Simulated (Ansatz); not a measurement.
# F_C in SiC (P6_3mc): charge-transition levels and formation energies, part 2 of 2

Aim: at which Fermi levels does F_C in SiC (P6_3mc) change its charge? The model is a cell of 108 host atoms with 1 C taken out and 1 F put in.

Ansatz; place-levels on r2SCAN runs: charge-transition levels and formation energies with image-charge correction and potential alignment at the atomic sites; PAW set soft_1.

So far: The structure; What was run first; Placing the levels, r2SCAN.

### 3. Placing the levels, r2SCAN (continued)

Levels between the charges placed, in eV above the valence top:

```
        gap (eV)  (+2/+1)  (+1/0)  (0/−1)
r2SCAN      2.37     0.83    2.33    2.59
```

Corrections by state:

```
charge  moment (μB)  image terms and alignment (eV)  band filling (eV)                                  ε used  over the lowest of its charge, as the program ranks them, band filling apart (eV)
    +2          1.0                           0.606                  -  principal values (10.43, 10.43, 10.95)                                                                              0.000
    +1          0.0                           0.155                  -  principal values (10.43, 10.43, 10.95)                                                                              0.000
     0          1.0                           0.000                  -                                       -                                                                              0.000
    −1          0.0                           0.116             -0.001  principal values (10.43, 10.43, 10.95)                                                                              0.000
    −1          2.0                           0.070                  -  principal values (10.43, 10.43, 10.95)                                                                              0.255
```

The charged structures listed were also run neutral, and place-levels reads from each pair, by the potential or the spins, how wide the charge is by which they differ; that can be the carrier of either run.

```
charge  rms radius (Å)  spread where it is widest against the cell (Å)  wide from (Å)  reading
    +2             4.1                                            2.22           1.39     wide
    +1             5.9                                            3.21           1.39     wide
    −1             3.1                                            1.85           1.39     wide
```

The neutral runs of these pairs need not share the spin of the lowest neutral state, and very wide values only mean spread over the cell.

From the program's caveats on the states, each cut to its opening words:

- charge +2 (1 μB): it parts from the run at its places by a charge that spreads by about 2.2 Å along one vector (1.4 Å or more is wide), by its potential at epsilon [7.09, 7.09, [...]
- charge +2 (1 μB), 0 (1 μB), −1 (2 μB): flagged: stability check not made
- charge +1: it parts from the run at its places by a charge that spreads by about 3.2 Å along one vector (1.4 Å or more is wide), by its potential at epsilon [7.09, 7.09, [...]
- charge +1: its sublattices stand up to 0.0355 Å off the host's, which by the two runs' forces adds about +0.02 eV to its energy against the host's, and moves the band [...]
- charge 0 (1 μB): its sublattices stand up to 0.0402 Å off the host's, which by the two runs' forces adds about -0.02 eV to its energy against the host's, and moves the band [...]
- charge −1: it parts from the run at its places by a charge that spreads by about 1.9 Å along one vector (1.4 Å or more is wide), by the spins about the atoms, where the [...]
- charge −1: a band-filling correction moves a carrier to the host's band edge, which changes its energy by -0.001 eV
- charge −1 (2 μB): it parts from the run at its places by a charge that spreads by about 3.7 Å along one vector (1.4 Å or more is wide), by its potential at epsilon [7.09, 7.09, [...]
- charge −1 (2 μB): its alignment with the host at atomic sites is doubtful: the mean over the far sites moves by -0.1035 eV from their farther parts to their nearer, more than [...]
- charge −1 (2 μB): the host's ions (past the first shell or, of a walk that freed a part, those that it held) aren't shown at rest: they stand up to 0.156 Å off their sites, 0.43 [...]
- charge −1 (2 μB): its moments are held at its close (magnetization.spin_locking), by a field of 0.076 eV a Bohr magneton, and its energy and levels are of the state that this [...]

Chemical potentials of the elements' reference phases, run alike. Formation energies (elemental references), with the Fermi level at the valence top and at the conduction bottom (gap 2.37 eV):

```
charge  at valence top (eV)  at conduction bottom (eV)  correction included (eV)
    +2                -0.64                       4.10                      0.61
    +1                 0.19                       2.56                      0.15
     0                 2.52                       2.52                      0.00
    −1                 5.11                       2.75                      0.12
```

| Fermi level (eV) | lowest formation energy (eV) |
| --- | --- |
| 0.00 | -0.64 |
| 0.22 | -0.21 |
| 0.43 | 0.22 |
| 0.65 | 0.65 |
| 0.86 | 1.05 |
| 1.08 | 1.27 |
| 1.29 | 1.49 |
| 1.51 | 1.70 |
| 1.72 | 1.92 |
| 1.94 | 2.13 |
| 2.15 | 2.35 |
| 2.37 | 2.52 |

### 4. The same at the relaxations' own k-points

The relaxations' own energies give the levels at their sampling, for comparison.

File levels.relax_mesh.yaml:

```yaml
host:
  run: host.relax.run
states: [qm1.relax.run, q0_M1.relax.run, qp1.relax.run, qp2_M1.relax.run, qm1_M2.relax.run]
chemical_potentials:
  C:
    energy: -251.553391
    dataset: "<sha256 of the dataset>"
  F:
    energy: -806.862156
    dataset: "<sha256 of the dataset>"
```

Launch:

```console
$ ansatz place-levels levels.relax_mesh.yaml -- --threads 4 --pin off --max-ram 15073MiB
```

Output:

```text
(+2/+1) 0.837 eV above the valence edge, 1.542 eV under the conduction edge
(+1/0) 2.343 eV above the valence edge, 0.035 eV under the conduction edge
(0/-1) 2.590 eV above the valence edge, in the conduction band
formation energy of charge +2: -0.411 eV with the Fermi level at the valence edge
formation energy of charge +1: +0.426 eV with the Fermi level at the valence edge
formation energy of charge 0: +2.768 eV with the Fermi level at the valence edge
formation energy of charge -1: +5.359 eV with the Fermi level at the valence edge
  edges by r2scan, gap 2.378 eV; the host is sampled to repeats of 16.00 Å
[... the lines on each state left out ...]
```

Elapsed: 0.24 s, on 4 threads of Arm Neoverse V1, shared host.

Levels between neighbouring charges, in eV above the valence top:

```
                        gap (eV)  (+2/+1)  (+1/0)  (0/−1)
one point at (¼, ¼, ¼)      2.38     0.84    2.34    2.59
  a 2×2×2 shifted mesh      2.37     0.83    2.33    2.59
```

Going from one point at (¼, ¼, ¼) to a 2×2×2 shifted mesh moves the levels that carry no band-filling term by up to 0.02 eV and formation energies against the elements by up to 0.25 eV; band-filling terms, which differ between samplings, are in these energies.

### 5. Outcome

```json
{
 "gap of the host": "2.37 eV (r2SCAN)",
 "level (plus 2/plus 1)": "0.83 eV above the valence top",
 "level (plus 1/0)": "2.33 eV above the valence top",
 "level (0/minus 1)": "2.59 eV above the valence top, past the conduction bottom (2.60 eV above the valence top without the band-filling term)",
 "lowest of the charges placed, just above the valence top (0.02 eV)": "+2",
 "lowest of the charges placed, just below the conduction bottom (0.02 eV)": "0",
 "lowest formation energy at mid-gap of the charges run, elemental references": "1.38 eV"
}
```

Of the charges placed (−1, 0, +1 and +2), the lowest changes at 0.83 eV (+2/+1) and 2.33 eV (+1/0) above the valence top, in a gap of 2.37 eV. (+1/0) lies nearer to a band edge than the share of the finite-size correction in it (0.15 eV), and that correction holds for a localised charge alone. (+1/0) lies 0.04 eV from a band edge, less than the doubt on such levels. Charges above +2 were not placed, so these runs say nothing of levels that involve them. States placed: +2 at 1 μB; +1 at 0 μB; 0 at 1 μB; −1 at 0 μB and 2 μB. Other spin states or structures, where not listed, weren't placed. At charge −1, 0 and +1 the atom put in ends up to 0.9 Å from its starting place, so the name tells the start alone and the levels can join different sites. F is taken at its element; compounds, which aren't counted here, bound the chemical potentials and would shift these formation energies. Going from one point at (¼, ¼, ¼) to a 2×2×2 shifted mesh moves the levels that carry no band-filling term by up to 0.02 eV and formation energies against the elements by up to 0.25 eV; band-filling terms, which differ between samplings, are in these energies. The program doubts the alignment of potentials for at least one state, a sign that the cell is small. Keep in mind: r2SCAN makes the gap too small and tends to spread out bound carriers; where a gas molecule sets a chemical potential or the host's formation energy, its binding is uncorrected; force components of up to 0.28 eV/Å remain in a run at the final settings.

Computed beside measured:

| quantity | measured | r2SCAN |
| --- | --- | --- |
| band gap (least gap of the host) (eV) | 3.03 | 2.37 (-0.66 eV) |

Measured values from arxiv:1806.04908 (2018).

Verdict: The band gap is off by -0.66 eV: a clear miss. Local and semilocal functionals usually give gaps below the measured ones. Zero-point and thermal motion shift the measured gap.

[Logs are printed without paths, hosts, clocks, repeated set-up lines and the standing remarks that a program may print on its own settings, such as how far it seeks lower states.]

[Hosts, paths, dates, database ids (printed as entryN), source tags and the programs' standing remarks are cut or masked in the printed files.]

[Where a table of states has a column of steps, it counts the stored structures, which are thinned; the runs took as many ionic steps or more.]

[A defect's name tells the site on which it was built; relaxed atoms can leave that site.]

[For some hosts the program warned that the k-mesh of the response run may be too coarse for force constants and the static dielectric constant; such warnings are not shown here.]
